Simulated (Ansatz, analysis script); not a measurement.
**Magnetovolume effects in FeGe**

Aim: follow the moments and energy of FeGe as the cell is scaled, from three starts.

Calculated with Ansatz 0.2.0; PBE, PAW set soft_1.

The database entry behind the starting cell differs from later determinations by our own check (about 0.2 % short), so it need not match the best structure at ambient conditions.

## 1. Set-up

It takes space group P2_13 (No. 198, cubic). Conventional cell: a = 4.689 Å, b = 4.689 Å, c = 4.689 Å, α = 90.00°, β = 90.00°, γ = 90.00°. Nearest to Fe lie 7 Ge at 2.38 to 2.64 Å. Nearest to Ge lie 7 Fe at 2.38 to 2.64 Å. Farther neighbours are not listed.

The cell of this run holds 8 atoms, 4 of them with a starting moment; values «a cell» refer to the cell of the run in question.

## 2. Two spin channels first

First a free collinear run, to see which state the typed moments lead to.

File input.yaml:

```yaml
crystal:
  lattice:
    - [4.689, 0.0, 0.0]
    - [0.0, 4.689, 0.0]
    - [0.0, 0.0, 4.689]
  atoms:
    - { symbol: Fe, position: [0.135, 0.135, 0.135], spin: 2.8 }
    - { symbol: Fe, position: [0.365, 0.865, 0.635], spin: 2.8 }
    - { symbol: Fe, position: [0.635, 0.365, 0.865], spin: 2.8 }
    - { symbol: Fe, position: [0.865, 0.635, 0.365], spin: 2.8 }
    - { symbol: Ge, position: [0.842, 0.842, 0.842] }
    - { symbol: Ge, position: [0.658, 0.158, 0.342] }
    - { symbol: Ge, position: [0.342, 0.658, 0.158] }
    - { symbol: Ge, position: [0.158, 0.342, 0.658] }
magnetization:
  spin_polarized: true
kpoints:
  mp_grid: { grid: [7, 7, 7] }
hamiltonian:
  xc: pbe
  pseudopotentials: { kind: paw, azcp: { folder: soft_1 } }
scf:
  occupations: { method: fermi_dirac, width: 0.05 }
  max_iter: 120
  convergence: { dr2_threshold: 1.0e-08 }
  lower_state_search: "off"
```

Command:

```console
$ ansatz run input.yaml --threads 2 --pin off --max-ram 5120MiB --backend cpu --events-out ev --progress --plain --runs-dir out
```

Numbers of over 12 decimals in the logs are rounded to 6 here.

The log of the run:

```text
Engine: ansatz 0.2.0, aarch64-unknown-linux-gnu
Pseudopotentials: kind: paw
Pseudopotential: Fe, paw, valence charge 16, recommended cutoff 420 eV (normal), soft_1/Fe.paw.azcp
Pseudopotential: Ge, paw, valence charge 14, recommended cutoff 420 eV (normal), soft_1/Ge.paw.azcp
Functional definition: PBE
  parameter kappa = 0.804
  parameter beta = 0.066725
  exchange = pbe_x(kappa = kappa, mu = beta*pi^2/3)
  correlation = pbe_c(beta = beta)
Crystal: 8 atoms, lattice volume = 103.096 Å³
Basis set: ecut = 420 eV, 2007 PW (Γ)
Bands: 79, of which v1, the nominal top of the filled ones, is band 60 counted from 1 (59 counted from 0)
Symmetry: 12 space group operations
Space group: P213 (ITA 198), of the structure as read, at distance tolerance 4.7e-5 Å
Magnetic group: BNS 198.9 (UNI 1511), of the structure as read, at distance tolerance 4.7e-5 Å
k-points: 24 of 343 (time reversal used)
Non-local potential: Fe, projectors of the file, l = 0: 3, l = 1: 2, l = 2: 3, l = 3: 1
Non-local potential: Ge, projectors of the file, l = 0: 2, l = 1: 2, l = 2: 3, l = 3: 1
PAW form: soft (Blöchl's): semilocal exchange-correlation on the pseudo side does not see the compensation charge
PAW one-centre angular grid: Fe, 590 points (default); XC on 64 Gauss nodes
PAW one-centre angular grid: Ge, 590 points (default); XC on 64 Gauss nodes
Initial density: superposition of atomic densities (chi_scale 0.1, normalization cell)
Starting moments: Σ|m| = 11.2 μB on 4 of 8 sites
Initial wavefunctions: pseudopotential atomic-orbital guess
Functional: x = pbe(κ = 0.804, μ = 0.219515), c = pbe(β = 0.066725)
SCF iter   1: F=—  HF=-35102.860201 eV  |F-HF|=—  |Δ(HF+E_count)|=         —  Δρ=1.01e-1 (↑4.91e-2 ↓1.01e-1)  dr2=8.34e0  dr2_m=4.69e0  M=6.122 μB ∫|m|=7.541 μB  β_m=0.30  ethr=3.10e-3  ⟨swp⟩=5.9  Hψ=12539  notcnv=0  defer=11
preconditioner: auto → Kerker (q_TF=auto, 2.798 Å⁻¹)  [metal: Δε(μ)=0.022 eV  Ē_g=17.269 eV  σ=0.050 eV  W_gap=0.11  n_scr=32 (ndim 8)  ℏωp=34.3 eV  f_vac=0.000  D(μ)=7.40/eV (n_scr^D=80)]
spin=Collinear: Kerker preconditioning applied to the charge; magnetization (m = ρ↑ − ρ↓) channel mixes plain (no charge-response kernel on spin).
SCF iter   2: F=—  HF=-35102.406565 eV  |F-HF|=—  |Δ(HF+E_count)|=   4.54e-1  Δρ=6.15e-2 (↑6.15e-2 ↓4.55e-2)  dr2=1.47e0  dr2_m=2.40e0  M=6.162 μB ∫|m|=7.604 μB  β_m=0.30  ethr=3.10e-3  ⟨swp⟩=2.2  Hψ=5481  notcnv=0  defer=397
SCF iter   3: F=—  HF=-35102.456628 eV  |F-HF|=—  |Δ(HF+E_count)|=   5.01e-2  Δρ=4.27e-2 (↑4.27e-2 ↓4.17e-2)  dr2=1.05e0  dr2_m=1.51e0  M=5.904 μB ∫|m|=7.386 μB  β_m=0.30  ethr=1.22e-3  ⟨swp⟩=2.1  Hψ=4508  notcnv=0  defer=394
SCF iter   4: F=—  HF=-35102.326482 eV  |F-HF|=—  |Δ(HF+E_count)|=   1.30e-1  Δρ=3.03e-2 (↑3.03e-2 ↓2.41e-2)  dr2=8.61e-2  dr2_m=6.86e-1  M=5.962 μB ∫|m|=7.438 μB  β_m=0.30  ethr=8.77e-4  ⟨swp⟩=2.6  Hψ=5125  notcnv=0  defer=394
SCF iter   5: F=—  HF=-35102.394949 eV  |F-HF|=—  |Δ(HF+E_count)|=   6.85e-2  Δρ=2.45e-2 (↑2.45e-2 ↓2.31e-2)  dr2=1.25e-2  dr2_m=5.32e-1  M=5.713 μB ∫|m|=7.215 μB  β_m=0.30  ethr=7.18e-5  ⟨swp⟩=1.8  Hψ=4609  notcnv=0  defer=391
SCF iter   6: F=—  HF=-35102.450017 eV  |F-HF|=—  |Δ(HF+E_count)|=   5.51e-2  Δρ=2.09e-2 (↑2.09e-2 ↓2.03e-2)  dr2=3.73e-3  dr2_m=3.99e-1  M=5.519 μB ∫|m|=7.033 μB  β_m=0.30  ethr=1.04e-5  ⟨swp⟩=2.1  Hψ=6401  notcnv=0  defer=391
SCF iter   7: F=—  HF=-35102.492474 eV  |F-HF|=—  |Δ(HF+E_count)|=   4.25e-2  Δρ=1.95e-2 (↑1.79e-2 ↓1.95e-2)  dr2=4.93e-3  dr2_m=3.30e-1  M=5.308 μB ∫|m|=6.830 μB  β_m=0.30  ethr=3.11e-6  ⟨swp⟩=2.0  Hψ=5657  notcnv=0  defer=391
SCF iter   8: F=—  HF=-35102.525065 eV  |F-HF|=—  |Δ(HF+E_count)|=   3.26e-2  Δρ=1.72e-2 (↑1.58e-2 ↓1.72e-2)  dr2=4.62e-3  dr2_m=2.56e-1  M=5.156 μB ∫|m|=6.666 μB  β_m=0.30  ethr=3.11e-6  ⟨swp⟩=3.0  Hψ=6455  notcnv=0  defer=391
SCF iter   9: F=—  HF=-35102.548871 eV  |F-HF|=—  |Δ(HF+E_count)|=   2.38e-2  Δρ=1.48e-2 (↑1.37e-2 ↓1.48e-2)  dr2=2.24e-3  dr2_m=1.91e-1  M=5.042 μB ∫|m|=6.528 μB  β_m=0.30  ethr=3.11e-6  ⟨swp⟩=2.4  Hψ=5046  notcnv=0  defer=391
SCF iter  10: F=—  HF=-35102.566046 eV  |F-HF|=—  |Δ(HF+E_count)|=   1.72e-2  Δρ=1.23e-2 (↑1.21e-2 ↓1.23e-2)  dr2=2.37e-4  dr2_m=1.40e-1  M=4.956 μB ∫|m|=6.413 μB  β_m=0.30  ethr=1.87e-6  ⟨swp⟩=2.4  Hψ=5246  notcnv=0  defer=391
[...]
spin-set hold released at iteration 12 (site moments contracting): the magnetisation degrees of freedom join the quasi-Newton model from the next iteration; the mixer history was flushed
SCF iter  13: F=—  HF=-35102.595140 eV  |F-HF|=—  |Δ(HF+E_count)|=   7.07e-3  Δρ=8.01e-3 (↑7.96e-3 ↓8.01e-3)  dr2=4.45e-5  dr2_m=6.03e-2  M=4.757 μB ∫|m|=6.129 μB  β_m=0.29  ethr=1.76e-8  ⟨swp⟩=3.0  Hψ=6844  notcnv=0  defer=391
SCF iter  14: F=—  HF=-35102.613047 eV  |F-HF|=—  |Δ(HF+E_count)|=   1.79e-2  Δρ=5.28e-3 (↑5.28e-3 ↓4.64e-3)  dr2=4.31e-4  dr2_m=2.31e-2  M=4.529 μB ∫|m|=5.808 μB  β_m=0.63  ethr=1.76e-8  ⟨swp⟩=3.5  Hψ=7865  notcnv=0  defer=391
SCF iter  15: F=—  HF=-35102.623616 eV  |F-HF|=—  |Δ(HF+E_count)|=   1.06e-2  Δρ=1.67e-3 (↑1.67e-3 ↓5.91e-4)  dr2=3.72e-3  dr2_m=5.98e-4  M=4.240 μB ∫|m|=5.344 μB  β_m=0.55  ethr=1.76e-8  ⟨swp⟩=3.6  Hψ=9419  notcnv=0  defer=391
SCF iter  16: F=—  HF=-35102.623266 eV  |F-HF|=—  |Δ(HF+E_count)|=   3.50e-4  Δρ=5.37e-4 (↑3.36e-4 ↓5.37e-4)  dr2=1.31e-4  dr2_m=1.28e-4  M=4.253 μB ∫|m|=5.364 μB  β_m=0.69  ethr=1.76e-8  ⟨swp⟩=3.0  Hψ=7726  notcnv=0  defer=381
SCF iter  17: F=—  HF=-35102.623332 eV  |F-HF|=—  |Δ(HF+E_count)|=   6.60e-5  Δρ=4.15e-4 (↑4.15e-4 ↓2.82e-4)  dr2=2.75e-5  dr2_m=1.08e-4  M=4.273 μB ∫|m|=5.390 μB  β_m=0.85  ethr=1.76e-8  ⟨swp⟩=2.0  Hψ=6349  notcnv=0  defer=381
SCF iter  18: F=—  HF=-35102.623380 eV  |F-HF|=—  |Δ(HF+E_count)|=   4.87e-5  Δρ=7.89e-5 (↑3.60e-5 ↓7.89e-5)  dr2=2.55e-6  dr2_m=2.76e-6  M=4.258 μB ∫|m|=5.361 μB  β_m=0.87  ethr=1.76e-8  ⟨swp⟩=2.0  Hψ=5384  notcnv=0  defer=381
SCF iter  19: F=—  HF=-35102.623391 eV  |F-HF|=—  |Δ(HF+E_count)|=   1.02e-5  Δρ=1.42e-5 (↑1.42e-5 ↓1.09e-5)  dr2=4.27e-7  dr2_m=9.06e-8  M=4.260 μB ∫|m|=5.364 μB  β_m=0.85  ethr=2.12e-9  ⟨swp⟩=2.0  Hψ=5409  notcnv=0  defer=381
SCF iter  20: F=—  HF=-35102.623391 eV  |F-HF|=—  |Δ(HF+E_count)|=   3.05e-9  Δρ=1.47e-5 (↑4.37e-6 ↓1.47e-5)  dr2=3.33e-7  dr2_m=3.74e-8  M=4.260 μB ∫|m|=5.364 μB  β_m=0.78  ethr=3.56e-10  ⟨swp⟩=2.0  Hψ=5463  notcnv=0  defer=381
SCF iter  21: F=—  HF=-35102.623391 eV  |F-HF|=—  |Δ(HF+E_count)|=   4.03e-8  Δρ=2.30e-6 (↑2.30e-6 ↓1.41e-6)  dr2=1.35e-8  dr2_m=5.43e-10  M=4.260 μB ∫|m|=5.364 μB  β_m=0.78  ethr=2.77e-10  ⟨swp⟩=2.0  Hψ=4831  notcnv=0  defer=381
SCF iter  22: F=-35102.623391 eV  HF=-35102.623391 eV  |F-HF|=1.33e-9  |Δ(HF+E_count)|=  9.82e-10  Δρ=1.99e-6 (↑1.99e-6 ↓6.84e-7)  dr2=2.34e-9  dr2_m=1.41e-9  M=4.260 μB ∫|m|=5.364 μB  ethr=8.33e-12  ⟨swp⟩=2.0  Hψ=6880  notcnv=0
SCF 1 converged in 22 iterations: F = -35102.623391 eV  dr2 = 2.34e-9
  greatest PAW one-centre occupation: 1.001 electrons in one spin orbital (limit 2), on the Fe atom at site 3 (counted from 0), in its partial waves of l = 1
SCF converged after 22 iterations
Magnetization: 4.2602 μB (62.1301 up, 57.8699 down)
Absolute magnetization: 5.3611 μB (∫|ρ↑−ρ↓|, with the PAW one-centre terms)
Spin contamination: 0.1218 ħ² per cell (⟨S²⟩ above its minimum at these occupations)
Per-site moments (μB) at R_I (Å): [(1.177974, 0.981595), (1.177974, 0.981595), (1.177974, 0.981595), (1.177974, 0.981595), (-0.055009, 0.981595), (-0.055009, 0.981595), (-0.055009, 0.981595), (-0.055009, 0.981595)]
Free energy (F): -35102.623391 eV
Harris-Foulkes:  -35102.623391 eV  (|F-HF|=1.33e-9)
Internal energy: -35102.564661 eV  (E = F + TS)
E sigma→0 (E₀):  -35102.594026 eV
Entropy (-TS):   -0.058730 eV (-7.341 meV/atom)
Fermi energy:    16.702295 eV
--- Per-component energies (eV) ---
  E_band       = -1112.928751
  E_kinetic    = 1709.330715
  E_local      = -15703.090783  (includes V_loc(G=0)·N_el)
  E_nonlocal   = 2036.554259
  E_hartree    = 7079.820687
  E_xc         = -733.872457
  E_vxc        = -835.845206  (∫ρ·V_xc dr)
  E_paw        = -13587.974040  (= ΣΔE_a)
  E_vpaw       = -2479.520169  (= ΣTr[D̂ρ^β])
  E_aug_tail   = -0.004039  (compensation charges beyond the density's cutoff)
  E_ewald      = -15903.329002
  E_smearing   = -0.058730  (= −TS)
  E_closure    = -0.000000  (closes the sum)
  Σ components = -35102.623391   (vs F -35102.623391, Δ=0.00e0)
```

Wall time 37 s (2 threads of Arm Neoverse V2, shared host); peak memory 0.52 GiB; 72 s of CPU time.

The column dr2 measures how far the density is from self-consistency, as an energy; F and HF (Harris–Foulkes) agree once it is small.

Spin moment in the atom's sphere by atom:

```
atom  spin moment in the atom's sphere (μB)
 Fe1                                   1.18
 Fe2                                   1.18
 Fe3                                   1.18
 Fe4                                   1.18
 Ge5                                  -0.06
 Ge6                                  -0.06
 Ge7                                  -0.06
 Ge8                                  -0.06
```

Tables count atoms from 1; parts of the log count from 0.

The run ends ferromagnetic, with a net moment of 4.26 μB a cell. Only this order was typed.

## 3. The same state on a denser mesh

Levels at the Fermi energy are partly filled, so moments and energy differences can hang on the k-mesh, and the state is solved again on a denser one.

input.yaml, the sections that differ from step 2:

```yaml
crystal:
  lattice:
    - [4.689, 0.0, 0.0]
    - [0.0, 4.689, 0.0]
    - [0.0, 0.0, 4.689]
  atoms:
    - { symbol: Fe, position: [0.135, 0.135, 0.135], spin: 1.18 }
    - { symbol: Fe, position: [0.365, 0.865, 0.635], spin: 1.18 }
    - { symbol: Fe, position: [0.635, 0.365, 0.865], spin: 1.18 }
    - { symbol: Fe, position: [0.865, 0.635, 0.365], spin: 1.18 }
    - { symbol: Ge, position: [0.842, 0.842, 0.842] }
    - { symbol: Ge, position: [0.658, 0.158, 0.342] }
    - { symbol: Ge, position: [0.342, 0.658, 0.158] }
    - { symbol: Ge, position: [0.158, 0.342, 0.658] }
kpoints:
  mp_grid: { grid: [8, 8, 8] }
basis:
  ecutwfc: 420.0
checkpoint:
  read: start
  write: ck
  compress: false
  write_wavefunctions: false
  write_every: 100000
# magnetization, hamiltonian, scf: as in step 2
```

The log of the run:

```text
[...]
Per-site moments (μB) at R_I (Å): [(1.184086, 0.981595), (1.184086, 0.981595), (1.184086, 0.981595), (1.184086, 0.981595), (-0.055150, 0.981595), (-0.055150, 0.981595), (-0.055150, 0.981595), (-0.055150, 0.981595)]
Free energy (F): -35102.624553 eV
[...]
Internal energy: -35102.566038 eV  (E = F + TS)
E sigma→0 (E₀):  -35102.595296 eV
Entropy (-TS):   -0.058515 eV (-7.314 meV/atom)
Fermi energy:    16.703405 eV
[...]
[key lines of the parts left out:]
SCF converged after 6 iterations
Magnetization: 4.2832 μB (62.1416 up, 57.8584 down)
```

The job ended after 25 s (2 threads; peak memory 0.67 GiB).

Spin moment in the atom's sphere by atom:

(Unchanged from step 2.)

The run ends ferromagnetic, with a net moment of 4.28 μB a cell, against 4.26 μB on the first mesh.

The cell's volume is scaled by the factor named; fractional positions stay, and energies count from the lowest run.

## 4. Factor 0.82, typed moments

Three starts at each size show whether high-spin, low-spin and non-magnetic states coexist. One mesh, built for the smallest cell, and one cutoff serve all sizes, so that energies can be subtracted.

input.yaml, the sections that differ from step 3:

```yaml
crystal:
  lattice:
    - [4.38885787, 0.0, 0.0]
    - [0.0, 4.38885787, 0.0]
    - [0.0, 0.0, 4.38885787]
  atoms:
    - { symbol: Fe, position: [0.135, 0.135, 0.135], spin: 2.8 }
    - { symbol: Fe, position: [0.365, 0.865, 0.635], spin: 2.8 }
    - { symbol: Fe, position: [0.635, 0.365, 0.865], spin: 2.8 }
    - { symbol: Fe, position: [0.865, 0.635, 0.365], spin: 2.8 }
    - { symbol: Ge, position: [0.842, 0.842, 0.842] }
    - { symbol: Ge, position: [0.658, 0.158, 0.342] }
    - { symbol: Ge, position: [0.342, 0.658, 0.158] }
    - { symbol: Ge, position: [0.158, 0.342, 0.658] }
kpoints:
  mp_grid: { grid: [9, 9, 9] }
output:
  stress: true
# magnetization, hamiltonian, scf, basis: as in step 3
# checkpoint: removed
```

Command:

```console
$ ansatz run input.yaml --threads 1 --pin off --max-ram 2560MiB --backend cpu --events-out ev --progress --plain --runs-dir out
```

The log of the run:

```text
Warning: output.stress: scf.convergence.dr2_threshold = 1e-8 eV is looser than the 8e-10 eV advised for a printed stress (1e-10 eV for each atom of the cell: 8). What an SCF threshold leaves in a stress goes as its square root, and in the free energy as the threshold itself, and one threshold admits the most on a small cell: [figures from the program's tests cut] Set scf.convergence.dr2_threshold to 8e-10 eV or tighter. The threshold is an SCF's pass mark: one that does not reach it within its budget of iterations ends unconverged, or closes short of it on a stop that the run arms, and scf.convergence.dr2_threshold's page says what that costs each kind of run
[...]
Crystal: 8 atoms, lattice volume = 84.539 Å³
Basis set: ecut = 420 eV, 1647 PW (Γ)
Bands: 79, of which v1, the nominal top of the filled ones, is band 60 counted from 1 (59 counted from 0)
Symmetry: 12 space group operations
[...]
k-points: 45 of 729 (time reversal used)
[...]
Starting moments: Σ|m| = 11.2 μB on 4 of 8 sites
[...]
SCF iter   1: F=—  HF=-35100.073033 eV  |F-HF|=—  |Δ(HF+E_count)|=         —  Δρ=1.30e-1 (↑8.36e-2 ↓1.30e-1)  dr2=6.93e0  dr2_m=8.20e0  M=4.992 μB ∫|m|=6.303 μB  β_m=0.30  ethr=3.10e-3  ⟨swp⟩=5.5  Hψ=24041  notcnv=0  defer=11
[...]
SCF iter  25: F=-35100.596541 eV  HF=-35100.596541 eV  |F-HF|=1.38e-10  |Δ(HF+E_count)|=  1.53e-10  Δρ=2.10e-7 (↑1.89e-7 ↓2.10e-7)  dr2=1.07e-10  dr2_m=2.45e-12  M=0.000 μB ∫|m|=0.000 μB  ethr=1.00e-12  ⟨swp⟩=1.0  Hψ=17839  notcnv=0
WARN: the starting moments were not kept: the SCF closed with an absolute magnetisation of 4.4e-6 μB, where they sum to 11.2 μB in size (4 sites). That is at most 0.1 of that sum. Measured as dr2_m measures the in/out step, that magnetisation stands 4.7e-12 eV from none, at or under the dr2_threshold of 1.0e-8 eV: it is no larger than a step whose dr2_m would equal this threshold. The system may hold no moment; this  [...]
SCF 1 converged in 25 iterations: F = -35100.596541 eV  dr2 = 1.07e-10
[...]
SCF converged after 25 iterations
Magnetization: 0.0000 μB (60.0000 up, 60.0000 down)
Absolute magnetization: 0.0000 μB (∫|ρ↑−ρ↓|, with the PAW one-centre terms)
[...]
Per-site moments (μB) at R_I (Å): [(6.221820636587338e-7, 0.918763), (6.221820639598621e-7, 0.918763), (6.22182063765234e-7, 0.918763), (6.221820635005985e-7, 0.918763), (-4.103115631711235e-8, 0.918763), (-4.1031156698419186e-8, 0.918763), (-4.103115673653882e-8, 0.918763), (-4.1031156500606764e-8, 0.918763)]
Free energy (F): -35100.596541 eV
[...]
Internal energy: -35100.550024 eV  (E = F + TS)
E sigma→0 (E₀):  -35100.573283 eV
Entropy (-TS):   -0.046517 eV (-5.815 meV/atom)
Fermi energy:    20.989543 eV
[...]
--- Stress (GPa, compression-positive) ---
       45.407549       0.000000      -0.000000
        0.000000      45.407549       0.000000
       -0.000000      -0.000000      45.407549
  P = ⅓ Tr σ = 45.4075 GPa (454.075 kbar)
```

The job ended after 2.5 min (1 thread; peak memory 0.62 GiB).

It ends non-magnetic, with 0 μB on the largest site.

## 5. Factor 0.82, starting moments cut to 30 %

The density is converged from the given moments; the state reached depends on that start.

input.yaml, the sections that differ from step 4:

```yaml
crystal:
  lattice:
    - [4.38885787, 0.0, 0.0]
    - [0.0, 4.38885787, 0.0]
    - [0.0, 0.0, 4.38885787]
  atoms:
    - { symbol: Fe, position: [0.135, 0.135, 0.135], spin: 0.84 }
    - { symbol: Fe, position: [0.365, 0.865, 0.635], spin: 0.84 }
    - { symbol: Fe, position: [0.635, 0.365, 0.865], spin: 0.84 }
    - { symbol: Fe, position: [0.865, 0.635, 0.365], spin: 0.84 }
    - { symbol: Ge, position: [0.842, 0.842, 0.842] }
    - { symbol: Ge, position: [0.658, 0.158, 0.342] }
    - { symbol: Ge, position: [0.342, 0.658, 0.158] }
    - { symbol: Ge, position: [0.158, 0.342, 0.658] }
# magnetization, kpoints, hamiltonian, scf, basis, output: as in step 4
```

The log of the run:

```text
[...]
Crystal: 8 atoms, lattice volume = 84.539 Å³
Basis set: ecut = 420 eV, 1647 PW (Γ)
Bands: 75, of which v1, the nominal top of the filled ones, is band 60 counted from 1 (59 counted from 0)
Symmetry: 12 space group operations
[...]
k-points: 45 of 729 (time reversal used)
[...]
Internal energy: -35100.550024 eV  (E = F + TS)
E sigma→0 (E₀):  -35100.573283 eV
Entropy (-TS):   -0.046517 eV (-5.815 meV/atom)
Fermi energy:    20.989545 eV
[...]
--- Stress (GPa, compression-positive) ---
       45.407545       0.000000      -0.000000
        0.000000      45.407545       0.000000
       -0.000000       0.000000      45.407545
  P = ⅓ Tr σ = 45.4075 GPa (454.075 kbar)
[key lines of the parts left out:]
SCF converged after 38 iterations
Magnetization: -0.0000 μB (60.0000 up, 60.0000 down)
Free energy (F): -35100.596541 eV
```

The job ended after 3 min (1 thread; peak memory 0.61 GiB).

It ends non-magnetic, with 0 μB on the largest site.

[end of part 1 of 2]

[Logs and program files are shortened in this print: banners, set-up blocks, solver, clock and traceback lines can be left out without a mark of their own.]

[Logs are printed without paths, hosts, clocks, repeated set-up lines and the standing remarks that a program may print on its own settings, such as how far it seeks lower states.]

[Hosts, paths, dates, database ids (printed as entryN), source tags and the programs' standing remarks are cut or masked in the printed files.]

[Where the input sets lower_state_search to off, the program did not look for lower states, so one may exist.]
